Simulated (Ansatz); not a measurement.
# Au wire along [110], 35 atoms a period: bands along the axis

What gap, if any, does the Au wire along [110], 35 atoms a period have, and how many channels would it open?

Main program and level: Ansatz 0.2.0; DFT PBE, plane waves, PAW; relaxation of a wire's period; PAW set soft_1, in the first sound run; inputs show where later runs differ.

**1. Starting point**

The cell holds 35 atoms: 35 Au. Its edges and angles: a = 19.280 Å, b = 21.508 Å, c = 2.942 Å, α = 90.0°, β = 90.0°, γ = 90.0°. Vacuum lies along a and b. The structure's axis is c.

**2. The relaxed wire**

Band widths follow the bond lengths, so the wire is relaxed first. The atoms and the third cell vector are free; the box across stays fixed as vacuum. A Fermi-Dirac smearing is set since the result may be a metal. The pressure printed is a third of the stress's trace over the whole box, vacuum included; only the stress along the axis is relaxed.

Input file input.yaml:

```yaml
crystal:
  lattice:
    - [19.28, 0.0, 0.0]
    - [0.0, 21.508, 0.0]
    - [0.0, 0.0, 2.9415642097]
  atoms:
    - { symbol: Au, position: [0.284232365, 0.63676189, 0.0] }
    - { symbol: Au, position: [0.284232365, 0.49999584, 0.0] }
    - { symbol: Au, position: [0.284232365, 0.77352794, 0.0] }
    - { symbol: Au, position: [0.5, 0.63676189, 0.0] }
    - { symbol: Au, position: [0.5, 0.49999584, 0.0] }
    - { symbol: Au, position: [0.5, 0.77352794, 0.0] }
    - { symbol: Au, position: [0.715767635, 0.63676189, 0.0] }
    - { symbol: Au, position: [0.715767635, 0.49999584, 0.0] }
    - { symbol: Au, position: [0.715767635, 0.77352794, 0.0] }
    - { symbol: Au, position: [0.176348548, 0.294846764, 0.5] }
    - { symbol: Au, position: [0.176348548, 0.431612815, 0.5] }
    - { symbol: Au, position: [0.176348548, 0.568378865, 0.5] }
    - { symbol: Au, position: [0.176348548, 0.705144915, 0.5] }
    - { symbol: Au, position: [0.392116183, 0.158080714, 0.5] }
    - { symbol: Au, position: [0.392116183, 0.294846764, 0.5] }
    - { symbol: Au, position: [0.392116183, 0.431612815, 0.5] }
    - { symbol: Au, position: [0.392116183, 0.568378865, 0.5] }
    - { symbol: Au, position: [0.392116183, 0.705144915, 0.5] }
    - { symbol: Au, position: [0.392116183, 0.841910966, 0.5] }
    - { symbol: Au, position: [0.607883817, 0.158080714, 0.5] }
    - { symbol: Au, position: [0.607883817, 0.294846764, 0.5] }
    - { symbol: Au, position: [0.607883817, 0.431612815, 0.5] }
    - { symbol: Au, position: [0.607883817, 0.568378865, 0.5] }
    - { symbol: Au, position: [0.607883817, 0.705144915, 0.5] }
    - { symbol: Au, position: [0.607883817, 0.841910966, 0.5] }
    - { symbol: Au, position: [0.823651452, 0.294846764, 0.5] }
    - { symbol: Au, position: [0.823651452, 0.431612815, 0.5] }
    - { symbol: Au, position: [0.823651452, 0.568378865, 0.5] }
    - { symbol: Au, position: [0.823651452, 0.705144915, 0.5] }
    - { symbol: Au, position: [0.284232365, 0.36322979, 0.0] }
    - { symbol: Au, position: [0.284232365, 0.226463739, 0.0] }
    - { symbol: Au, position: [0.5, 0.36322979, 0.0] }
    - { symbol: Au, position: [0.5, 0.226463739, 0.0] }
    - { symbol: Au, position: [0.715767635, 0.36322979, 0.0] }
    - { symbol: Au, position: [0.715767635, 0.226463739, 0.0] }
kpoints:
  mp_grid: { grid: [1, 1, 28] }
scf:
  occupations: { method: fermi_dirac, width: 0.05 }
hamiltonian:
  xc: pbe
  pseudopotentials: { kind: paw, azcp: { folder: soft_1 } }
relax:
  cell: { fix: [a, b, alpha, beta, gamma] }
  max_steps: 45
  f_tol: 0.03
```

Started as:

```console
$ ansatz run input.yaml --threads 16 --pin off --max-ram 61440MiB --backend cuda --events-out ev --progress --plain --runs-dir out --max-vram 78GiB
```

Numbers of over 12 decimals in the logs are rounded to 6 here.

Output:

```text
Engine: ansatz 0.2.0, aarch64-unknown-linux-gnu
Pseudopotentials: kind: paw
Pseudopotential: Au, paw, valence charge 19, recommended cutoff 420 eV (normal), soft_1/Au.paw.azcp
Functional definition: PBE
  parameter kappa = 0.804
  parameter beta = 0.066725
  exchange = pbe_x(kappa = kappa, mu = beta*pi^2/3)
  correlation = pbe_c(beta = beta)
[...]
Crystal: 35 atoms, lattice volume = 1219.791 Å³
Basis set: ecut = 420 eV, 23735 PW (Γ), exchange–correlation on 270×288×40 points (8 copies of the dense FFT grid, shifted against one another)
Bands: 399, of which v1, the nominal top of the filled ones, is band 333 counted from 1 (332 counted from 0)
Symmetry: 8 space group operations
Space group: Pmmm (ITA 47), of the structure as read, at distance tolerance 1.1e-4 Å
k-points: 15 of 28
Non-local potential: Au, projectors of the file, l = 0: 3, l = 1: 2, l = 2: 2, l = 3: 1
PAW form: soft (Blöchl's): semilocal exchange-correlation on the pseudo side does not see the compensation charge
PAW one-centre angular grid: Au, 590 points (default); XC on 64 Gauss nodes
Initial density: superposition of atomic densities (neutral atoms: chi_scale 0, normalization atom)
Initial wavefunctions: pseudopotential atomic-orbital guess
[...]
Functional: x = pbe(κ = 0.804, μ = 0.219515), c = pbe(β = 0.066725)
SCF iter   1: F=—  HF=-460291.195878 eV  |F-HF|=—  |Δ(HF+E_count)|=         —  Δρ=4.41e-2  dr2=3.19e1  ethr=3.10e-3  ⟨swp⟩=6.0  Hψ=22546  notcnv=0  defer=181
preconditioner: auto → LDOS  [metal: Δε(μ)=0.029 eV  Ē_g=8.073 eV  σ=0.050 eV  W_gap=0.15  n_scr=308 (ndim 8)  ℏωp=20.9 eV  f_vac=0.430  D(μ)=13.07/eV (n_scr^D=64)  β→1.0]
SCF iter   2: F=—  HF=-460291.693956 eV  |F-HF|=—  |Δ(HF+E_count)|=   4.98e-1  Δρ=4.65e-2  dr2=2.68e1  ethr=3.10e-3  ⟨swp⟩=3.0  Hψ=12583  notcnv=0  defer=760
[...]
SCF iter  10: F=-460283.430307 eV  HF=-460283.430307 eV  |F-HF|=1.14e-8  |Δ(HF+E_count)|=   9.05e-8  Δρ=1.62e-6  dr2=3.89e-8  ethr=1.50e-11  ⟨swp⟩=4.9  Hψ=19806  notcnv=0
SCF 1 converged in 10 iterations: F = -460283.430307 eV  dr2 = 3.89e-8
  greatest PAW one-centre occupation: 1.000 electrons in one spin orbital (limit 2), on the Au atom at site 4 (counted from 0), in its partial waves of l = 0
relax step   1: F+E_penalty+E_count = -460283.43030679 eV  Δ(F+E_penalty+E_count) = +0.000e0 eV  max|allowed force component| = 5.091e-1 eV/Å  Δτ_max = 0.0000 Å  P = -2.094 GPa  Ω = 1219.791 Å³  fix = [a, b, alpha, beta, gamma]  reactions: a -1.381, b -1.711 GPa  (10 SCF iters, dr2 threshold 1.00e-7 eV, accepted)
[...]
Crystal: 35 atoms, lattice volume = 1161.485 Å³
Basis set: ecut = 420 eV, 22799 PW (Γ), exchange–correlation on 270×288×40 points (8 copies of the dense FFT grid, shifted against one another)
[...]
iter 1 solved again at ethr=1.45e-4 eV; its pass at ethr=3.10e-3 eV (dr2=9.66e-1 eV) is discarded
SCF iter   1: F=—  HF=-460283.969726 eV  |F-HF|=—  |Δ(HF+E_count)|=         —  Δρ=7.79e-3  dr2=9.78e-1  ethr=1.45e-4  ⟨swp⟩=4.1  Hψ=32867  notcnv=0
preconditioner: auto → LDOS  [metal: Δε(μ)=0.041 eV  Ē_g=8.947 eV  σ=0.050 eV  W_gap=0.20  n_scr=280 (ndim 8)  ℏωp=21.4 eV  f_vac=0.435  D(μ)=10.49/eV (n_scr^D=50)  β→1.0]
SCF iter   2: F=—  HF=-460284.027656 eV  |F-HF|=—  |Δ(HF+E_count)|=   5.79e-2  Δρ=7.26e-3  dr2=9.87e-1  ethr=1.45e-4  ⟨swp⟩=4.1  Hψ=12684  notcnv=0
[...]
SCF iter   7: F=-460283.777684 eV  HF=-460283.777685 eV  |F-HF|=3.45e-7  |Δ(HF+E_count)|=   4.26e-6  Δρ=8.52e-6  dr2=1.14e-6  ethr=5.26e-10  ⟨swp⟩=4.3  Hψ=19349  notcnv=0
SCF 2 converged in 7 iterations: F = -460283.777684 eV  dr2 = 1.14e-6
  greatest PAW one-centre occupation: 1.000 electrons in one spin orbital (limit 2), on the Au atom at site 32 (counted from 0), in its partial waves of l = 0
relax step   2: F+E_penalty+E_count = -460283.77768450 eV  Δ(F+E_penalty+E_count) = -3.474e-1 eV  max|allowed force component| = 4.375e-1 eV/Å  Δτ_max = 0.1881 Å  P = +3.079 GPa  Ω = 1161.485 Å³  energy of the carried Pulay correction = +1.035e-2 eV  fix = [a, b, alpha, beta, gamma]  reactions: a +3.256, b +2.639 GPa  (7 SCF iters, dr2 threshold 3.50e-6 eV, accepted)
[...]
Crystal: 35 atoms, lattice volume = 1180.539 Å³
[...]
iter 1 solved again at ethr=8.79e-5 eV; its pass at ethr=3.10e-3 eV (dr2=5.85e-1 eV) is discarded
[...]
SCF 3 converged in 7 iterations: F = -460284.305184 eV  dr2 = 6.07e-7
[...]
SCF 4 converged in 8 iterations: F = -460284.386155 eV  dr2 = 9.00e-8
[...]
SCF 5 converged in 7 iterations: F = -460284.379041 eV  dr2 = 6.79e-8
[...]
SCF 6 converged in 10 iterations: F = -460284.391892 eV  dr2 = 6.42e-11
[...]
SCF 7 converged in 7 iterations: F = -460284.382803 eV  dr2 = 1.23e-11
[...]
SCF converged after 7 iterations
[...]
--- Relaxed structure (6 steps of the walk, 5 accepted, 1 SCFs on fresh bases) ---
  F+E_penalty+E_count = -460284.38280320 eV   max|allowed force component| = 9.032e-3 eV/Å   (the final SCF, on the basis selected at the relaxed cell)
  cell:  # Å, volume = 1170.0072 Å³
    - [19.28, 0.0, 0.0]
    - [0.0, 21.508, 0.0]
    - [0.0, 0.0, 2.821509]
  atoms:
    - { symbol: Au, position: [0.282274, 0.635785, 0.0] }
    - { symbol: Au, position: [0.278122, 0.5, 0.0] }
    - { symbol: Au, position: [0.267225, 0.778208, 0.0] }
    - { symbol: Au, position: [0.500000, 0.636464, 0.0] }
    - { symbol: Au, position: [0.500000, 0.5, 0.0] }
    - { symbol: Au, position: [0.500000, 0.787064, 0.0] }
    - { symbol: Au, position: [0.717726, 0.635785, 0.0] }
    - { symbol: Au, position: [0.721878, 0.5, 0.0] }
    - { symbol: Au, position: [0.732775, 0.778208, 0.0] }
    - { symbol: Au, position: [0.174031, 0.301170, 0.5] }
    - { symbol: Au, position: [0.167599, 0.433784, 0.5] }
    - { symbol: Au, position: [0.167599, 0.566216, 0.5] }
    - { symbol: Au, position: [0.174031, 0.698830, 0.5] }
    - { symbol: Au, position: [0.379501, 0.168121, 0.5] }
    - { symbol: Au, position: [0.393203, 0.297086, 0.5] }
    - { symbol: Au, position: [0.389659, 0.432467, 0.5] }
    - { symbol: Au, position: [0.389659, 0.567533, 0.5] }
    - { symbol: Au, position: [0.393203, 0.702914, 0.5] }
    - { symbol: Au, position: [0.379501, 0.831879, 0.5] }
    - { symbol: Au, position: [0.620499, 0.168121, 0.5] }
    - { symbol: Au, position: [0.606797, 0.297086, 0.5] }
    - { symbol: Au, position: [0.610341, 0.432467, 0.5] }
    - { symbol: Au, position: [0.610341, 0.567533, 0.5] }
    - { symbol: Au, position: [0.606797, 0.702914, 0.5] }
    - { symbol: Au, position: [0.620499, 0.831879, 0.5] }
    - { symbol: Au, position: [0.825969, 0.301170, 0.5] }
    - { symbol: Au, position: [0.832401, 0.433784, 0.5] }
    - { symbol: Au, position: [0.832401, 0.566216, 0.5] }
    - { symbol: Au, position: [0.825969, 0.698830, 0.5] }
    - { symbol: Au, position: [0.282274, 0.364215, 0.0] }
    - { symbol: Au, position: [0.267225, 0.221792, 0.0] }
    - { symbol: Au, position: [0.500000, 0.363536, 0.0] }
    - { symbol: Au, position: [0.500000, 0.212936, 0.0] }
    - { symbol: Au, position: [0.717726, 0.364215, 0.0] }
    - { symbol: Au, position: [0.732775, 0.221792, 0.0] }
```

Run time: 22 s. Hardware: 1 × NVIDIA GB200 with 16 threads of Arm Neoverse V2, shared host; peak memory 1.5 GiB.

Relaxation path:

```csv
step,energy less that of the first step (eV),largest force component (eV/Å),pressure (GPa),volume (Å³)
1,0.0000,0.5091,-2.09,1219.79
2,-0.3474,0.4375,3.08,1161.48
3,-0.8749,0.0939,-0.08,1180.54
4,-0.9558,0.0607,-0.07,1168.73
5,-0.9487,0.0796,-0.01,1169.23
6,-0.9616,0.0089,0.02,1170.01
7,-0.9525,0.0090,0.02,1170.01
```

The log counts 1 steps on a newly chosen plane-wave basis, not all of them marked here; energy and pressure can jump at such steps. Relaxation step 5 was tried and not accepted.

The run keeps the 8 symmetry operations that it works with, so distortions that break them were not tested.

```csv
cell as run,before,after,change
c (Å),2.942,2.822,-4.1 %
```

The atoms that moved most (Å, along periodic axes as changes of fractional coordinates times the final cell, across vacuum about the mean position):

```
atom      dx      dy     dz  length
 Au3  -0.328   0.101  0.000   0.343
 Au9   0.328   0.101  0.000   0.343
Au31  -0.328  -0.101  0.000   0.343
Au35   0.328  -0.101  0.000   0.343
Au25   0.243  -0.216  0.000   0.325
Au19  -0.243  -0.216  0.000   0.325
Au20   0.243   0.216  0.000   0.325
Au14  -0.243   0.216  0.000   0.325
```

The relaxed structure:

```cif
data_structure
_symmetry_space_group_name_H-M 'P 1'
_symmetry_Int_Tables_number 1
_cell_length_a 19.2800
_cell_length_b 21.5080
_cell_length_c 2.8215
_cell_angle_alpha 90.000
_cell_angle_beta 90.000
_cell_angle_gamma 90.000
_cell_volume 1170.01
loop_
_atom_site_label
_atom_site_type_symbol
_atom_site_fract_x
_atom_site_fract_y
_atom_site_fract_z
_atom_site_occupancy
Au1 Au 0.28227 0.63578 0.00000 1
Au2 Au 0.27812 0.50000 0.00000 1
Au3 Au 0.26723 0.77821 0.00000 1
Au4 Au 0.50000 0.63646 0.00000 1
Au5 Au 0.50000 0.50000 0.00000 1
Au6 Au 0.50000 0.78706 0.00000 1
Au7 Au 0.71773 0.63578 0.00000 1
Au8 Au 0.72188 0.50000 0.00000 1
Au9 Au 0.73277 0.77821 0.00000 1
Au10 Au 0.17403 0.30117 0.50000 1
Au11 Au 0.16760 0.43378 0.50000 1
Au12 Au 0.16760 0.56622 0.50000 1
Au13 Au 0.17403 0.69883 0.50000 1
Au14 Au 0.37950 0.16812 0.50000 1
Au15 Au 0.39320 0.29709 0.50000 1
Au16 Au 0.38966 0.43247 0.50000 1
Au17 Au 0.38966 0.56753 0.50000 1
Au18 Au 0.39320 0.70291 0.50000 1
Au19 Au 0.37950 0.83188 0.50000 1
Au20 Au 0.62050 0.16812 0.50000 1
Au21 Au 0.60680 0.29709 0.50000 1
Au22 Au 0.61034 0.43247 0.50000 1
Au23 Au 0.61034 0.56753 0.50000 1
Au24 Au 0.60680 0.70291 0.50000 1
Au25 Au 0.62050 0.83188 0.50000 1
Au26 Au 0.82597 0.30117 0.50000 1
Au27 Au 0.83240 0.43378 0.50000 1
Au28 Au 0.83240 0.56622 0.50000 1
Au29 Au 0.82597 0.69883 0.50000 1
Au30 Au 0.28227 0.36422 0.00000 1
Au31 Au 0.26723 0.22179 0.00000 1
Au32 Au 0.50000 0.36354 0.00000 1
Au33 Au 0.50000 0.21294 0.00000 1
Au34 Au 0.71773 0.36422 0.00000 1
Au35 Au 0.73277 0.22179 0.00000 1
```

Numbers from this step:

| Property | Result |
| --- | --- |
| energy at zero smearing | -460284.3409 eV |
| cell length along the wire | 2.822 Å |

The cell's length comes to 2.822 Å with spin left out.

**3. The perfect wire**

This step: DFT PBE, plane waves, PAW; bands of a perfect wire; PAW set soft_1 (Ansatz 0.2.0).

At the relaxed period the bands are computed along the axis; those that cross an energy going forward count the channels that a perfect wire would open there.

Input file input.yaml:

```yaml
crystal:
  lattice:
    - [19.28, 0.0, 0.0]
    - [0.0, 21.508, 0.0]
    - [0.0, 0.0, 2.8215093349]
  atoms:
    - { symbol: Au, position: [0.282274355, 0.635784835, 0.0] }
    - { symbol: Au, position: [0.278121676, 0.5, 0.0] }
    - { symbol: Au, position: [0.267225214, 0.778207544, 0.0] }
    - { symbol: Au, position: [0.5, 0.636463717, 0.0] }
    - { symbol: Au, position: [0.5, 0.5, 0.0] }
    - { symbol: Au, position: [0.5, 0.787063547, 0.0] }
    - { symbol: Au, position: [0.717725645, 0.635784835, 0.0] }
    - { symbol: Au, position: [0.721878324, 0.5, 0.0] }
    - { symbol: Au, position: [0.732774786, 0.778207544, 0.0] }
    - { symbol: Au, position: [0.174031188, 0.301170421, 0.5] }
    - { symbol: Au, position: [0.16759909, 0.433784462, 0.5] }
    - { symbol: Au, position: [0.16759909, 0.566215538, 0.5] }
    - { symbol: Au, position: [0.174031188, 0.698829579, 0.5] }
    - { symbol: Au, position: [0.379500893, 0.16812086, 0.5] }
    - { symbol: Au, position: [0.393203098, 0.297085951, 0.5] }
    - { symbol: Au, position: [0.38965882, 0.432467217, 0.5] }
    - { symbol: Au, position: [0.38965882, 0.567532783, 0.5] }
    - { symbol: Au, position: [0.393203098, 0.702914049, 0.5] }
    - { symbol: Au, position: [0.379500893, 0.83187914, 0.5] }
    - { symbol: Au, position: [0.620499107, 0.16812086, 0.5] }
    - { symbol: Au, position: [0.606796902, 0.297085951, 0.5] }
    - { symbol: Au, position: [0.61034118, 0.432467217, 0.5] }
    - { symbol: Au, position: [0.61034118, 0.567532783, 0.5] }
    - { symbol: Au, position: [0.606796902, 0.702914049, 0.5] }
    - { symbol: Au, position: [0.620499107, 0.83187914, 0.5] }
    - { symbol: Au, position: [0.825968812, 0.301170421, 0.5] }
    - { symbol: Au, position: [0.83240091, 0.433784462, 0.5] }
    - { symbol: Au, position: [0.83240091, 0.566215538, 0.5] }
    - { symbol: Au, position: [0.825968812, 0.698829579, 0.5] }
    - { symbol: Au, position: [0.282274355, 0.364215165, 0.0] }
    - { symbol: Au, position: [0.267225214, 0.221792456, 0.0] }
    - { symbol: Au, position: [0.5, 0.363536283, 0.0] }
    - { symbol: Au, position: [0.5, 0.212936453, 0.0] }
    - { symbol: Au, position: [0.717725645, 0.364215165, 0.0] }
    - { symbol: Au, position: [0.732774786, 0.221792456, 0.0] }
kpoints:
  mp_grid: { grid: [1, 1, 29] }
  band_path: { path: ["Γ", Z], npoints: 90 }
scf:
  occupations: { method: fermi_dirac, width: 0.05 }
hamiltonian:
  xc: pbe
  pseudopotentials: { kind: paw, azcp: { folder: soft_1 } }
output:
  dos: { e_range: [-5, 4] }
  write_potential: true
  write_density: true
  volumetric_format: npy
```

Output:

```text
[...]
Crystal: 35 atoms, lattice volume = 1170.007 Å³
Basis set: ecut = 420 eV, 22919 PW (Γ)
Bands: 399, of which v1, the nominal top of the filled ones, is band 333 counted from 1 (332 counted from 0)
Symmetry: 8 space group operations
[...]
k-points: 15 of 29
[...]
SCF iter   1: F=—  HF=-460292.523607 eV  |F-HF|=—  |Δ(HF+E_count)|=         —  Δρ=4.66e-2  dr2=3.32e1  ethr=3.10e-3  ⟨swp⟩=6.0  Hψ=22484  notcnv=0  defer=243
[...]
SCF iter   6: F=—  HF=-460284.374043 eV  |F-HF|=—  |Δ(HF+E_count)|=   6.03e-3  Δρ=1.54e-4  dr2=3.83e-4  ethr=3.84e-7  ⟨swp⟩=3.0  Hψ=9834  notcnv=0  defer=777
[...]
SCF iter   8: F=—  HF=-460284.371568 eV  |F-HF|=—  |Δ(HF+E_count)|=   1.46e-2  Δρ=1.29e-5  dr2=1.47e-6  ethr=4.72e-9  ⟨swp⟩=2.3  Hψ=8633  notcnv=0  defer=777
[...]
SCF iter  10: F=-460284.371570 eV  HF=-460284.371570 eV  |F-HF|=1.33e-8  |Δ(HF+E_count)|=   1.45e-7  Δρ=1.67e-6  dr2=4.26e-8  ethr=1.50e-11  ⟨swp⟩=13.9  Hψ=26138  notcnv=0
SCF 1 converged in 10 iterations: F = -460284.371570 eV  dr2 = 4.26e-8
[...]
NSCF: frozen V_eff on 91 k-points
[...]
SCF converged after 10 iterations
[...]
```

It took 22 s on 1 × NVIDIA GB200 with 16 threads; peak memory 3.6 GiB.

Numbers from this step:

| Property | Result |
| --- | --- |
| energy at zero smearing | -460284.3259 eV |
| band gap | 0 eV |

The electronic bands at the labelled points (eV, zero at the Fermi level; # counts the bands kept):

```
  point    #56    #57    #58    #59    #60    #61    #62    #63
      Γ  -1.45  -1.44  -1.39  -1.38  -1.36  -1.34  -1.32  -1.14
halfway  -0.87  -0.59  -0.58  -0.07   0.00   0.18   0.33   0.37
      Z   1.32   1.37   1.48   1.49   1.53   1.56   1.61   2.06
```

Between Γ and Z the bands cross the Fermi level 27 times, so a perfect wire would conduct at least 27 G₀, with spin left out.

**4. Results**

```yaml
cell_length_pbe: 2.822 Å
ballistic_conductance_by_band_crossings_a_lower_bound_pbe: 27 G₀
```

Under PBE the cell's length is 2.82 Å, and the bands cross the Fermi level 27 times between Γ and Z, which gives a perfect wire at least 27 G₀ (opposite crossings within one step of the path cancel in such a count). Spin-orbit coupling is left out, which matters for the bands of heavy atoms.

[Logs are printed without paths, hosts, clocks, repeated set-up lines and the standing remarks that a program may print on its own settings, such as how far it seeks lower states.]

[Hosts, paths, dates, database ids (printed as entryN), source tags and the programs' standing remarks are cut or masked in the printed files.]
